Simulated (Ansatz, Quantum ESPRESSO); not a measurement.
**Equation of state of cubic perovskite BaTiO3**

How stiff is cubic perovskite BaTiO3 under hydrostatic load? Each row scales the relaxed cell evenly and relaxes the atoms. The symmetry of the cell is held, so distortions that would lower it, which this phase may prefer, aren't tested. The phase is followed to these pressures whether or not it stays the stable one.

Calculated with Quantum ESPRESSO 7.5, PBEsol, GBRV 1.5 ultrasoft potentials, cutoff 680 eV, Fermi–Dirac smearing 0.02 eV, k-mesh 7×7×7, no spin polarisation, no spin-orbit coupling.

Reference cell, relaxed at zero pressure with PBEsol (Pm-3m): a = 3.9774 Å, b = 3.9774 Å, c = 3.9774 Å, α = 90.00°, β = 90.00°, γ = 90.00°.

```
atom       x       y       z
  Ba  0.0000  0.0000  0.0000
  Ti  0.5000  0.5000  0.5000
   O  0.5000  0.5000  0.0000
   O  0.5000  0.0000  0.5000
   O  0.0000  0.5000  0.5000
```

| V (Å³/atom) | V/V0 | P (GPa) | E − E0 (meV/atom) |
| --- | --- | --- | --- |
| 11.8291 | 0.9400 | 12.885 | 29.7 |
| 12.0807 | 0.9600 | 8.110 | 12.9 |
| 12.3324 | 0.9800 | 3.840 | 3.3 |
| 12.8358 | 1.0200 | −3.417 | 2.4 |
| 13.3392 | 1.0600 | −9.218 | 22.0 |

V0 = 12.5841 Å³ an atom, where the residual pressure P0 is +0.014 GPa. **Question.** Fit the Birch–Murnaghan law and give the pressure and the energy at V = 13.0875 Å³ an atom, a row left out above.

With the Eulerian strain f = ½[(V0/V)^(2/3) − 1] and F = (P − P0)/[3f(1 + 2f)^(5/2)], the third-order law is the line F = B0 + (3/2) B0 (B′ − 4) f.

```csv
f,F (GPa)
0.02106,183.80
0.01380,182.76
0.00678,181.87
−0.00656,180.25
−0.01905,178.00
```

A straight line through the 5 rows: the means are 0.003206 for f and 181.34 for F, Σ(Δx)² = 0.001034 and ΣΔxΔy = 0.1458, so the slope is 0.1458/0.001034 = 140.98 and the intercept 181.34 − (140.98)(0.003206) = 180.88.

Hence B0 = 180.9 GPa and B′ = 4 + (141.0)/(1.5 × 180.9) = 4.52. For the withheld volume f = −0.01291, F = 179.06 GPa and P = −6.48 GPa. The run itself gives −6.48 GPa, so the estimate misses by 0.00 GPa, a rounding's worth.

Integrating the same law gives E − E0 = (9/2) B0 V0 f²[1 + (B′ − 4) f] + P0(V0 − V), with 1 GPa Å³ = 6.2415 meV: 10.5 meV an atom. The run itself gives 9.9 meV, so the estimate misses by 0.6 meV; the fitted rows themselves lie up to 1.0 meV off the law.

The same fit over all rows at other levels or in other programs gives B0 = 180 GPa with PBEsol (Ansatz), 181 GPa with r2SCAN (Ansatz) and 180 GPa with PBEsol (Quantum ESPRESSO, PseudoDojo).

[Logs are printed without paths, hosts, clocks, repeated set-up lines and the standing remarks that a program may print on its own settings, such as how far it seeks lower states.]
